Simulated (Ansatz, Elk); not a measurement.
**LaBeSi: X-ray structure factors from the self-consistent density**

Structure refinements treat a crystal as free atoms side by side. For a made-up structure of LaBeSi (cell and positions from a PBEsol relaxation) the runs below show what the calculated density changes in F(hkl).

Calculated with Elk 11.2.3 (patched build); DFT, PBE, all-electron APW+lo, Dirac cores, scalar-relativistic bands, static density, no spin.

This account leaves out most program logs.

The structure was built from a prototype and need not be the compound's stable phase.

## 1. Set-up

The structure is tetragonal, space group P4/nmm (No. 129). The conventional cell has a = 4.108 Å, b = 4.108 Å, c = 6.737 Å, α = 90.00°, β = 90.00°, γ = 90.00°. Nearest to La lie 4 Be at 2.98 Å and 6 Si at 3.05 to 3.41 Å. Nearest to Si lie 4 Be at 2.40 Å and 6 La at 3.05 to 3.41 Å. Be has 4 Si at 2.40 Å and 4 Be at 2.90 Å and 4 La at 2.98 Å nearest. Farther neighbours are not listed.

## 2. Ground state and structure factors

An all-electron density is needed, since X-rays see the cores too. Task 0 finds the density and task 195 Fourier-transforms it; tshift is off so that phases refer to the origin typed.

File elk.in:

```
tasks
  0
  195

xctype
  20

spinpol
  .false.

rgkmax
  7.0

gmaxvr
  14.0

lmaxo
  7

lmaxapw
  8

swidth
  0.002

tshift
  .false.

ramdisk
  .false.

hmaxvr
  5.5

maxscl
  120

epspot
  1e-06

sppath
  './'

avec
  7.76322741833 0.00000000000 0.00000000000
  0.00000000000 7.76322741833 0.00000000000
  0.00000000000 0.00000000000 12.73145775854

atoms
  3
  'La.in'
  2
  0.5000000000 0.0000000000 0.6787510259   0.000000 0.000000 0.000000
  0.0000000000 0.5000000000 0.3212489741   0.000000 0.000000 0.000000
  'Si.in'
  2
  0.5000000000 -0.0000000000 0.1855640334   0.000000 0.000000 0.000000
  -0.0000000000 0.5000000000 0.8144359666   0.000000 0.000000 0.000000
  'Be.in'
  2
  0.5000000000 0.5000000000 0.0000000000   0.000000 0.000000 0.000000
  -0.0000000000 0.0000000000 0.0000000000   0.000000 0.000000 0.000000

ngridk
  6 6 4
```

Command:

```console
OMP_NUM_THREADS=4 elk
```

Run time: 62 s. Hardware: 4 threads of Arm Neoverse V1, shared host; peak memory 0.17 GiB.

SFACRHO.OUT:

```text

h k l indices transformed by vhmat matrix:
   1.000000000       0.000000000       0.000000000    
   0.000000000       1.000000000       0.000000000    
   0.000000000       0.000000000       1.000000000    

      h      k      l  multipl.   |H|            Re(F)            Im(F)           |F|

      0      0      0      1   0.0000000       150.00000     -0.11940513E-15   150.00000    
      0      0     -1      2  0.49351657      -29.526238      0.53515055E-14   29.526238    
      1      0      0      4  0.80935222      0.53241833E-14  0.73430407E-14  0.90701254E-14
      1      0     -1      4  0.94795021     -0.93173208E-14  -68.071868       68.071868    
     -1      0      1      4  0.94795021     -0.93173208E-14   68.071868       68.071868    
      0      0      2      2  0.98703313      -71.044491      0.10571216E-13   71.044491    
     -1     -1      0      4   1.1445969      -109.92481     -0.13217085E-13   109.92481    
     -1      1     -1      8   1.2464592       36.537015     -0.23324816E-14   36.537015    
      0     -1     -2      4   1.2764346      0.15972550E-13  -85.608411       85.608411    
      0      1      2      4   1.2764346      0.15972550E-13   85.608411       85.608411    
      0      0      3      2   1.4805497       71.872940      0.15880966E-13   71.872940    
     -1     -1      2      8   1.5114021       70.822841     -0.93189933E-15   70.822841    
     -2      0      0      4   1.6187044       106.42958      0.13390392E-13   106.42958    
      1      0     -3      4   1.6873288     -0.93173208E-14   12.840909       12.840909    
      0      1     -3      4   1.6873288     -0.14641504E-13  -12.840909       12.840909    
     -2      0     -1      4   1.6922655      -25.804479     -0.35572817E-14   25.804479    
     -2      0      1      4   1.6922655      -25.804479     -0.14237373E-13   25.804479    
      2     -1      0      8   1.8097666       0.0000000     -0.17335767E-13  0.17335767E-13
```

Elk indexes on the primitive cell of elk.in and gives |H| = 4π sin θ/λ in inverse bohr. Below, one row stands for each form hkl of the conventional cell (m members, Friedel mates merged), F is for one primitive cell and the density is static (no thermal factor). Free-atom factors are Waasmaier and Kirfel's, and R is Σm||F|−|F'||/Σm|F|.

```tsv
hkl	m	sin θ/λ (Å⁻¹)	abs F, DFT	neutral atoms	diff.	abs of complex diff.
001	2	0.074	29.526	29.620	-0.094	0.094
100	4	0.122	0.000	0.000	+0.000	0.000
101	8	0.143	68.072	68.249	-0.177	0.177
002	2	0.148	71.044	70.763	+0.281	0.281
110	4	0.172	109.925	110.075	-0.150	0.150
111	8	0.187	36.537	36.329	+0.208	0.208
102	8	0.192	85.608	85.637	-0.029	0.029
003	2	0.223	71.873	71.754	+0.119	0.119
112	8	0.227	70.823	70.884	-0.061	0.061
200	4	0.243	106.430	106.539	-0.109	0.109
103	8	0.254	12.841	12.753	+0.088	0.088
201	8	0.255	25.805	25.626	+0.178	0.178
210	8	0.272	0.000	0.000	+0.000	0.000
113	8	0.281	59.368	59.050	+0.318	0.318
```

## 3. The highest occupied states alone

An energy window below the Fermi level keeps the highest occupied states, to see at which angles they scatter; shallow core shells can lie inside it and anion s states outside. No new self-consistency is needed.

Edit elk.in of step 2 so:

```diff
@@ -1,3 +1,2 @@
 tasks
-  0
   195
@@ -40,2 +39,5 @@
 
+wsfac
+  -0.220800 0.630440
+
 sppath
```

Command:

```console
OMP_NUM_THREADS=4 elk
```

Wall time 18 s (4 threads); peak memory 0.17 GiB.

States within 15 eV below the Fermi level hold 18.00 electrons; any levels below the window count with the cores. Their amplitudes can exceed the total, where window and core parts have opposite phase:

```tsv
hkl	sin θ/λ (Å⁻¹)	abs F, window	abs F, all
001	0.074	3.900	29.526
100	0.122	0.000	0.000
101	0.143	2.121	68.072
002	0.148	1.212	71.044
110	0.172	1.236	109.925
111	0.187	0.338	36.537
102	0.192	1.073	85.608
003	0.223	0.019	71.873
112	0.227	0.584	70.823
200	0.243	0.429	106.430
```

## 4. Another functional

The difference from free atoms is small, so it is set against the change that LDA (Perdew-Wang) makes.

Edit elk.in of step 3 so:

```diff
@@ -1,2 +1,3 @@
 tasks
+  0
   195
@@ -4,3 +5,3 @@
 xctype
-  20
+  3
 
@@ -39,5 +40,2 @@
 
-wsfac
-  -0.220800 0.630440
-
 sppath
```

Command:

```console
OMP_NUM_THREADS=4 elk
```

It took 38 s on 4 threads; peak memory 0.17 GiB.

Against the first run R = 0.05 %; the largest change is -0.068 at 420.

## 5. Basis size

A smaller basis shows how fast F responds to it; the change is likely larger than the basis error of the first run, but doesn't show convergence.

Edit elk.in of step 4 so:

```diff
@@ -5,3 +5,3 @@
 xctype
-  3
+  20
 
@@ -11,3 +11,3 @@
 rgkmax
-  7.0
+  5.5
```

Command:

```console
OMP_NUM_THREADS=4 elk
```

Run time: 40 s. Hardware: 4 threads; peak memory 0.17 GiB; 96 s of CPU time.

Against the first run R = 0.01 %; the largest change is -0.026 at 200.

## 6. Settings against the effect

```tsv
run	R against the first run (%)	R against neutral atoms, low angle (%)	wall time
PBE, rgkmax 7	0.00	0.27	62 s
LDA (Perdew-Wang)	0.05	0.25	38 s
rgkmax 5.5	0.01	0.28	40 s
```

## 7. Results

| Quantity | Value |
| --- | --- |
| R against neutral atoms, sin θ/λ < 0.3 Å⁻¹ | 0.27 % |
| R against neutral atoms, 0.3 to 0.74 Å⁻¹ | 0.12 % |

Independent neutral atoms miss the calculated amplitudes by R = 0.27 % below 0.3 Å⁻¹ and 0.12 % from there to 0.74 Å⁻¹; by shells, 0.29 % below 0.15 Å⁻¹ (3 forms), 0.27 % 0.15 to 0.3 (12 forms), 0.06 % 0.3 to 0.45 (24 forms), 0.13 % above 0.45 (101 forms). Bonding, aspherical density and the tables' own atoms all enter these figures, and the runs don't part them. The largest change of an amplitude is +0.32 electrons, at 113. The window's part falls from 18.0 electrons at the origin to at most 0.26 between 0.45 and 0.74 Å⁻¹. Below 0.3 Å⁻¹ the changes that finished (LDA (Perdew-Wang) and rgkmax 5.5) move F by R = 0.02 % at most, against the 0.27 % that separates it from free atoms. The k-mesh has no finished test. Part of the difference isn't bonding: the tables are fits to free atoms and ions calculated by other methods than this functional. Thermal motion, anomalous dispersion and extinction are left out.

[Logs are printed without paths, hosts, clocks, repeated set-up lines and the standing remarks that a program may print on its own settings, such as how far it seeks lower states.]

[Hosts, paths, dates, database ids (printed as entryN), source tags and the programs' standing remarks are cut or masked in the printed files.]
